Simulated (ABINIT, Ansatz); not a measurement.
# TiO2 (Anatase): one start, several treatments of the self-energy

How much does the gap of TiO2 (Anatase) depend on the approximation to the self-energy?

Calculated with ABINIT 10.8.3; PBE and many-body steps on it, plane waves.

**What was measured.**

- Gap 3.1 eV: optical gap from UV-vis diffuse reflectance, similar for all samples; UV-vis diffuse reflectance; powder (calcined powders, stoichiometric and Ti-deficient) (“Manipulating spin polarization of titanium dioxide for efficient photocatalysis”, 2020, pmc:6972883).

- Gap 3.4 ± 0.1 eV: optical gap from Tauc plot; same value reported for all heat treatments; UV-Vis transmittance and reflectance, Tauc plot; film (30 nm polycrystalline film on fused silica, ALD at 150 C, crystallised by air anneal at 300-500 C) (“Optimization of Photogenerated Charge Carrier Lifetimes in ALD Grown TiO2 for Photonic Applications”, 2020, pmc:7466613).

- Gap 3.17 eV: gap from valence band edge and flat band potential; valence-band XPS and Mott-Schottky plots; film (“Enhancement of Titania Photoanode Performance by Sandwiching Copper between Two Titania Layers”, 2020, pmc:7579609).

- Gap 3.98 eV: direct quasiparticle gap around Gamma; experiment quoted from earlier work; bulk crystal (anatase, value from earlier experiment) (quoted in “Giant exciton Mott density in anatase TiO2”, 2020, arxiv:2007.10051).

- Gap 3.87 eV: direct optical gap from Tauc plot; UV-vis absorption, Tauc plot; film (thin TiO2 layer grown by atomic layer deposition) (“Development of 2-in-1 Sensors for the Safety Assessment of Lithium-Ion Batteries via Early Detection of Vapors Produced by Electrolyte Solvents”, 2023, pmc:10251352).

This is a selection; 13 further reports are not listed.

**1. Starting point**

The structure is tetragonal, space group I4_1/amd (No. 141). Conventional cell: a = 3.784 Å, b = 3.784 Å, c = 9.515 Å, α = 90.00°, β = 90.00°, γ = 90.00°. Ti has 6 O at 1.93 to 1.98 Å nearest. Nearest to O lie 3 Ti at 1.93 to 1.98 Å. Farther neighbours and most contacts between anions are not listed.

The cell and positions come from the Crystallography Open Database and are kept as given unless a step says otherwise.

**2. Empty states on the mesh, 4×4×4 mesh, 249 bands**

This step: ABINIT 10.8.3; DFT, PBE, plane waves, norm-conserving pseudopotentials.

The sums over transitions need many empty states on a uniform mesh; this step solves for them.

run.abi

```
acell 3*1.0 Angstrom
rprim 
  -1.892100000000 1.892100000000 4.757300000000
  1.892100000000 -1.892100000000 4.757300000000
  1.892100000000 1.892100000000 -4.757300000000
ntypat 2
znucl 22 8
natom 6
typat 1 1 2 2 2 2
xred 
  0.000000000000 0.000000000000 0.000000000000
  0.750000000000 0.250000000000 0.500000000000
  0.208100000000 0.208100000000 0.000000000000
  0.958100000000 0.458100000000 0.500000000000
  0.541900000000 0.041900000000 0.500000000000
  0.791900000000 0.791900000000 0.000000000000
pp_dirpath "pseudos"
pseudos "Ti.upf, O.upf"
ecut 38
ngkpt 4 4 4
nshiftk 1
shiftk 0 0 0
kptopt 1
chksymbreak 0
iscf -2
irdden 1
istwfk *1
nband 249
nbdbuf 22
tolwfr 1e-09
nstep 60
prtvol 0
indata_prefix "in"
outdata_prefix "out"
tmpdata_prefix "tmp"
```

On the command line:

```
OMP_NUM_THREADS=1 mpirun -n 4 abinit run.abi > log
```

Numbers of over 12 decimals in the logs are rounded to 6 here.

The log of the run:

```text
.Version 10.8.3 of ABINIT. v10.8.2 released Aug 2026.

 Symmetries : space group I4_1/a m d (#141); Bravais tI (body-center tetrag.)
[... echo of the input left out ...]
== DATASET  1 ==================================================================
-   mpi_nproc: 4, omp_nthreads: 1 (-1 if OMP is not activated)

--- !DatasetInfo
iteration_state: {dtset: 1, }
dimensions: {natom: 6, nkpt: 13, mband: 249, nsppol: 1, nspinor: 1, nspden: 1, mpw: 5174, }
cutoff_energies: {ecut:  38.0, pawecutdg:  -1.0, }
[...]
4.31828    4.35266    4.36272    4.36272    4.39716    4.40305    4.40812    4.40812
   4.43939    4.43939    4.44039    4.51875    4.54168    4.54539    4.56230    4.56389
   4.57333
 prteigrs : prtvol=0 or 1, do not print more k-points.

== END DATASET(S) ==============================================================
================================================================================

 -outvars: echo values of variables after computation  --------
            nband         249
             nkpt          13
          spgroup         141
 [... the other variables as echoed above ...]

 Calculation completed.
```

Elapsed: 3.6 min, on 4 MPI ranks of Arm Neoverse V2, shared host; peak memory 0.63 GiB.

This step gave:

```yaml
gap: 2.189 eV
k_of_the_valence_top: 0.5, 0.5, 0
k_of_the_conduction_bottom: 0, 0, 0
least_direct_gap: 2.492 eV
k_points_computed: 13
lowest_point_of_the_top_converged_band_above_the_valence_top: 109.4788 eV
```

On this mesh the gap is 2.189 eV.

The density comes from a self-consistent run that is not shown.

**3. Screening, 4×4×4 mesh, 106 bands, screening to 141.5 eV**

The RPA dielectric matrix is built and inverted for each q.

This step: RPA screening on PBE, plane waves, norm-conserving pseudopotentials.

Edit run.abi of step 2 so:

```diff
@@ -24,10 +24,11 @@
 chksymbreak 0
-iscf -2
-irdden 1
 istwfk *1
-nband 249
-nbdbuf 22
-tolwfr 1e-09
-nstep 60
-prtvol 0
+occopt 1
+irdwfk 1
+optdriver 3
+nband 106
+ecuteps 5.2
+inclvkb 2
+awtr 1
+symchi 1
 indata_prefix "in"
```

The log of the run:

```text
.Version 10.8.3 of ABINIT. v10.8.2 released Aug 2026.

 Symmetries : space group I4_1/a m d (#141); Bravais tI (body-center tetrag.)
[... echo of the input left out ...]
== DATASET  1 ==================================================================
-   mpi_nproc: 4, omp_nthreads: 1 (-1 if OMP is not activated)

--- !DatasetInfo
iteration_state: {dtset: 1, }
dimensions: {natom: 6, nkpt: 13, mband: 106, nsppol: 1, nspinor: 1, nspden: 1, mpw: 5174, }
cutoff_energies: {ecut:  38.0, pawecutdg:  -1.0, }
electrons: {nelect:   4.80000000E+01, charge:   0.00000000E+00, occopt:   1.00000000E+00, tsmear:   1.00000000E-02, }

 SCREENING: Calculation of the susceptibility and dielectric matrices

 Based on a program developped by R.W. Godby, V. Olevano, G. Onida, and L. Reining.
 Incorporated in ABINIT by V. Olevano, G.-M. Rignanese, and M. Torrent.
.Using double precision arithmetic ; gwpc =  8

[... cell and pseudopotentials left out ...]
--------------------------------------------------------------------------------

 ==== K-mesh for the wavefunctions ====
 Number of points in the irreducible wedge :    13
[... list of points left out ...]
 Together with 16 symmetry operations and time-reversal symmetry
 yields    64 points in the full Brillouin Zone.

 ==== Q-mesh for the screening function ====
 Number of points in the irreducible wedge :    13
[... list of points left out ...]
 Together with 16 symmetry operations and time-reversal symmetry
 yields    64 points in the full Brillouin Zone.

 setmesh: FFT mesh size selected  =    72x   72x   72
          total number of points  =       373248

 vcoul_init : cutoff-mode = AUXILIARY_FUNCTION
 q-points for optical limit:   1
     1)      0.000010    0.000020    0.000030

- screening: taking advantage of time-reversal symmetry
- Maximum band index for partially occupied states nbvw = 24
- Remaining bands to be divided among processors   nbcw = 82
- Number of bands treated by each node ~20

 Number of electrons calculated from density =   48.0000; Expected =   48.0000
 average of density, n =  0.104409
 r_s =    1.3174
 omega_plasma =   31.1690 [eV]

 calculating chi0 at frequencies [eV] :
  1    0.000000E+00    0.000000E+00
  2    0.000000E+00    3.116905E+01

--------------------------------------------------------------------------------
  q-point number  1        q = ( 0.000000, 0.000000, 0.000000) [r.l.u.]
--------------------------------------------------------------------------------
[... chi0 elements left out ...]
 For q-point:  0.000010 0.000020 0.000030
  dielectric constant =   6.6653
  dielectric constant without local fields =   7.0367

  Average fulfillment of the sum rule on Im[epsilon] for q-point    1 :     52.04  [%]
[... wings left out ...]
  q-point number  2        q = ( 0.250000, 0.000000, 0.000000) [r.l.u.]
--------------------------------------------------------------------------------
[... chi0 elements left out ...]
  Average fulfillment of the sum rule on Im[epsilon] for q-point    2 :     63.26  [%]

 [... 11 further q-points ...]
```

Run time: 17 min. Hardware: 4 MPI ranks; peak memory 14 GiB; 67 min of CPU time.

This step gave:

| Quantity | Value |
| --- | --- |
| ε∞ with local fields, on this mesh, along the program's q direction | 6.665 |
| the same without local fields | 7.037 |
| plasma frequency | 31.17 eV |
| plane waves in the screening matrix | 269 |

Local fields lower ε∞ by 5 %.

**4. G0W0, Godby-Needs plasmon pole**

The self-energy is evaluated for the states that the input lists, and the levels follow from it, in one-shot runs by the linearised quasiparticle equation.

This step: G0W0 on PBE, plane waves, norm-conserving pseudopotentials.

Edit run.abi of step 3 so:

```diff
@@ -27,8 +27,19 @@
 irdwfk 1
-optdriver 3
+optdriver 4
 nband 106
+gwcalctyp 0
+ecutsigx 38
+symsigma 1
+nkptgw 3
+kptgw 
+  0.5000000000 0.5000000000 0.0000000000
+  0.0000000000 0.0000000000 0.0000000000
+  -0.2500000000 -0.2500000000 0.2500000000
+bdgw 
+  23 26
+  23 26
+  23 26
 ecuteps 5.2
-inclvkb 2
-awtr 1
-symchi 1
+irdscr 1
+ppmodel 1
 indata_prefix "in"
```

The log of the run:

```text
.Version 10.8.3 of ABINIT. v10.8.2 released Aug 2026.

 Symmetries : space group I4_1/a m d (#141); Bravais tI (body-center tetrag.)
[... echo of the input left out ...]
== DATASET  1 ==================================================================
-   mpi_nproc: 4, omp_nthreads: 1 (-1 if OMP is not activated)

--- !DatasetInfo
iteration_state: {dtset: 1, }
dimensions: {natom: 6, nkpt: 13, mband: 106, nsppol: 1, nspinor: 1, nspden: 1, mpw: 5174, }
cutoff_energies: {ecut:  38.0, pawecutdg:  -1.0, }
electrons: {nelect:   4.80000000E+01, charge:   0.00000000E+00, occopt:   1.00000000E+00, tsmear:   1.00000000E-02, }

 SIGMA: Calculation of the GW corrections

 Based on a program developped by R.W. Godby, V. Olevano, G. Onida, and L. Reining.
 Incorporated in ABINIT by V. Olevano, G.-M. Rignanese, and M. Torrent.
.Using double precision arithmetic ; gwpc =  8

[... cell and pseudopotentials left out ...]
--------------------------------------------------------------------------------

 ==== K-mesh for the wavefunctions ====
 Number of points in the irreducible wedge :    13
[... list of points left out ...]
 Together with 16 symmetry operations and time-reversal symmetry
 yields    64 points in the full Brillouin Zone.

 ==== Q-mesh for screening function ====
 Number of points in the irreducible wedge :    13
[... list of points left out ...]
 Together with 16 symmetry operations and time-reversal symmetry
 yields    64 points in the full Brillouin Zone.

 vcoul_init : cutoff-mode = AUXILIARY_FUNCTION
 q-points for optical limit:   1
     1)      0.000010    0.000020    0.000030
 setmesh: FFT mesh size selected  =    72x   72x   72
          total number of points  =       373248

 Number of electrons calculated from density =   48.0000; Expected =   48.0000
 average of density, n =  0.104409
 r_s =    1.3174
 omega_plasma =   31.1690 [eV]

 === KS Band Gaps ===
  >>>> For spin  1
   Minimum direct gap =   2.4917 [eV], located at k-point      :  -0.2500 -0.2500  0.2500
   Fundamental gap    =   2.1887 [eV], Top of valence bands at :   0.5000  0.5000  0.0000
                                       Bottom of conduction at :   0.0000  0.0000  0.0000
 SIGMA fundamental parameters:
 PLASMON POLE MODEL  1
 number of plane-waves for SigmaX                 5117
 number of plane-waves for SigmaC and W            269
 number of plane-waves for wavefunctions          5117
 number of bands                                   106
 number of independent spin polarizations            1
 number of spinorial components                      1
 number of k-points in IBZ                          13
 number of q-points in IBZ                          13
 number of symmetry operations                      16
 number of k-points in BZ                           64
 number of q-points in BZ                           64
 number of frequencies for dSigma/dE                 9
 frequency step for dSigma/dE [eV]                0.25
 number of omega for Sigma on real axis              0
 max omega for Sigma on real axis  [eV]           0.00
 zcut for avoiding poles [eV]                     0.10

 EPSILON^-1 parameters (SCR file):
 dimension of the eps^-1 matrix on file            269
 dimension of the eps^-1 matrix used               269
 number of plane-waves for wavefunctions          5117
 number of bands                                   106
 number of q-points in IBZ                          13
 number of frequencies                               2
 number of real frequencies                          1
 number of imag frequencies                          1

 matrix elements of self-energy operator (all in [eV])

 Perturbative Calculation

--- !SelfEnergy_ee
iteration_state: {dtset: 1, }
kpoint     : [   0.500,    0.500,    0.000, ]
spin       : 1
KS_gap     :    3.429
QP_gap     :    5.195
Delta_QP_KS:    1.766
data: !SigmaeeData |
     Band     E0 <VxcDFT>   SigX SigC(E0)      Z dSigC/dE  Sig(E)    E-E0       E
       23   4.093 -20.082 -24.797   5.014   0.763  -0.311 -19.854   0.228   4.321
       24   4.093 -20.082 -24.797   5.014   0.763  -0.311 -19.854   0.228   4.321
       25   7.522 -21.007 -12.455  -5.961   0.770  -0.299 -19.013   1.994   9.516
       26   7.522 -21.007 -12.455  -5.961   0.770  -0.299 -19.013   1.994   9.516

--- !SelfEnergy_ee
iteration_state: {dtset: 1, }
kpoint     : [   0.000,    0.000,    0.000, ]
spin       : 1
KS_gap     :    2.617
QP_gap     :    4.220
Delta_QP_KS:    1.603
data: !SigmaeeData |
     Band     E0 <VxcDFT>   SigX SigC(E0)      Z dSigC/dE  Sig(E)    E-E0       E
       23   3.664 -19.550 -24.420   5.067   0.760  -0.315 -19.400   0.150   3.814
       24   3.664 -19.550 -24.420   5.067   0.760  -0.315 -19.400   0.150   3.814
[...]
--- !SelfEnergy_ee
iteration_state: {dtset: 1, }
kpoint     : [  -0.250,   -0.250,    0.250, ]
spin       : 1
KS_gap     :    2.492
QP_gap     :    4.058
Delta_QP_KS:    1.566
data: !SigmaeeData |
     Band     E0 <VxcDFT>   SigX SigC(E0)      Z dSigC/dE  Sig(E)    E-E0       E
[...]
24   3.893 -20.281 -24.944   4.943   0.765  -0.307 -20.067   0.214   4.107
       25   6.385 -19.488 -11.831  -5.387   0.784  -0.275 -17.708   1.780   8.164
       26   6.912 -20.310 -12.031  -5.809   0.777  -0.288 -18.391   1.919   8.830

== END DATASET(S) ==============================================================
================================================================================

 -outvars: echo values of variables after computation  --------
           etotal      0.0000000000E+00
            nband         106
             nkpt          13
          spgroup         141
 [... the other variables as echoed above ...]

 Calculation completed.
```

Elapsed: 42 s, on 4 MPI ranks; peak memory 9.2 GiB.

Numbers from this step:

```
G0W0 gap on the points computed              : 3.714 eV
starting gap on the mesh                     : 2.189 eV
k of the valence top                         : 0.5, 0.5, 0
k of the conduction bottom                   : 0, 0, 0
Z at the valence top                         : 0.763
Z at the conduction bottom                   : 0.786
least direct G0W0 gap on the computed points : 4.057 eV
```

The gap on the mesh goes from 2.19 eV to 3.71 eV, a correction of +1.53 eV.

**5. G0W0, Hybertsen-Louie plasmon pole**

Edit run.abi of step 4 so:

```diff
@@ -43,3 +43,3 @@
 irdscr 1
-ppmodel 1
+ppmodel 2
 indata_prefix "in"
@@ -47 +47,2 @@
 tmpdata_prefix "tmp"
+gwmem 00
```

The log of the run:

```text
.Version 10.8.3 of ABINIT. v10.8.2 released Aug 2026.

 Symmetries : space group I4_1/a m d (#141); Bravais tI (body-center tetrag.)
[... echo of the input left out ...]
== DATASET  1 ==================================================================
-   mpi_nproc: 4, omp_nthreads: 1 (-1 if OMP is not activated)

--- !DatasetInfo
iteration_state: {dtset: 1, }
dimensions: {natom: 6, nkpt: 13, mband: 106, nsppol: 1, nspinor: 1, nspden: 1, mpw: 5174, }
cutoff_energies: {ecut:  38.0, pawecutdg:  -1.0, }
electrons: {nelect:   4.80000000E+01, charge:   0.00000000E+00, occopt:   1.00000000E+00, tsmear:   1.00000000E-02, }

 SIGMA: Calculation of the GW corrections

 Based on a program developped by R.W. Godby, V. Olevano, G. Onida, and L. Reining.
 Incorporated in ABINIT by V. Olevano, G.-M. Rignanese, and M. Torrent.
.Using double precision arithmetic ; gwpc =  8

[... cell and pseudopotentials left out ...]
--------------------------------------------------------------------------------

 ==== K-mesh for the wavefunctions ====
 Number of points in the irreducible wedge :    13
[... list of points left out ...]
 Together with 16 symmetry operations and time-reversal symmetry
 yields    64 points in the full Brillouin Zone.

 ==== Q-mesh for screening function ====
 Number of points in the irreducible wedge :    13
[... list of points left out ...]
 Together with 16 symmetry operations and time-reversal symmetry
 yields    64 points in the full Brillouin Zone.

 vcoul_init : cutoff-mode = AUXILIARY_FUNCTION
 q-points for optical limit:   1
     1)      0.000010    0.000020    0.000030
 setmesh: FFT mesh size selected  =    72x   72x   72
          total number of points  =       373248

 Number of electrons calculated from density =   48.0000; Expected =   48.0000
[...]
number of plane-waves for wavefunctions          5117
 number of bands                                   106
 number of q-points in IBZ                          13
 number of frequencies                               2
 number of real frequencies                          1
 number of imag frequencies                          1

 matrix elements of self-energy operator (all in [eV])

 Perturbative Calculation

--- !SelfEnergy_ee
iteration_state: {dtset: 1, }
kpoint     : [   0.500,    0.500,    0.000, ]
spin       : 1
KS_gap     :    3.429
QP_gap     :    6.011
Delta_QP_KS:    2.582
data: !SigmaeeData |
     Band     E0 <VxcDFT>   SigX SigC(E0)      Z dSigC/dE  Sig(E)    E-E0       E
       23   4.093 -20.082 -24.797   4.540   0.836  -0.196 -20.228  -0.146   3.947
       24   4.093 -20.082 -24.797   4.540   0.836  -0.196 -20.228  -0.146   3.947
       25   7.522 -21.007 -12.455  -5.686   0.850  -0.176 -18.571   2.436   9.958
[...]
--- !SelfEnergy_ee
iteration_state: {dtset: 1, }
kpoint     : [   0.000,    0.000,    0.000, ]
spin       : 1
KS_gap     :    2.617
QP_gap     :    4.931
Delta_QP_KS:    2.314
data: !SigmaeeData |
     Band     E0 <VxcDFT>   SigX SigC(E0)      Z dSigC/dE  Sig(E)    E-E0       E
[...]
--- !SelfEnergy_ee
iteration_state: {dtset: 1, }
kpoint     : [  -0.250,   -0.250,    0.250, ]
spin       : 1
KS_gap     :    2.492
QP_gap     :    4.723
Delta_QP_KS:    2.231
data: !SigmaeeData |
     Band     E0 <VxcDFT>   SigX SigC(E0)      Z dSigC/dE  Sig(E)    E-E0       E
[...]
25   6.385 -19.488 -11.831  -5.224   0.854  -0.170 -17.410   2.079   8.463
       26   6.912 -20.310 -12.031  -5.574   0.852  -0.174 -18.006   2.304   9.216

== END DATASET(S) ==============================================================
================================================================================

 -outvars: echo values of variables after computation  --------
           etotal      0.0000000000E+00
            nband         106
             nkpt          13
          spgroup         141
 [... the other variables as echoed above ...]

 Calculation completed.
```

Elapsed: 45 s, on 4 MPI ranks; peak memory 1.1 GiB; 3 min of CPU time.

Numbers from this step:

```yaml
g0w0_gap_on_the_points_computed: 4.371 eV
starting_gap_on_the_mesh: 2.189 eV
k_of_the_valence_top: 0.5, 0.5, 0
k_of_the_conduction_bottom: 0, 0, 0
z_at_the_valence_top: 0.836
z_at_the_conduction_bottom: 0.855
least_direct_g0w0_gap_on_the_computed_points: 4.723 eV
```

Against G0W0 in ABINIT (4×4×4 mesh, 106 bands, screening to 141.5 eV, Godby-Needs plasmon pole), the gap moves by +0.657 eV.

[end of part 1 of 2]

[Paths, hosts, dates, memory and timing lines, banners, echoed tables and standing remarks are left out of the program output.]

[Logs are printed without paths, hosts, clocks, repeated set-up lines and the standing remarks that a program may print on its own settings, such as how far it seeks lower states.]

[Runs of the session that timed out or met a known fault of the program may be left out.]

[Hosts, paths, dates, database ids (printed as entryN), source tags and the programs' standing remarks are cut or masked in the printed files.]

[G0W0 gaps are taken among the corrected bands and points alone; a level outside them can change the order at an edge.]

[Where Ansatz stands beside ABINIT at settings called matched, ABINIT's density can come from a denser mesh and the files from another edition; pairs whose starting gaps differed by over 0.03 eV were left out, so agreement reads better than it is.]
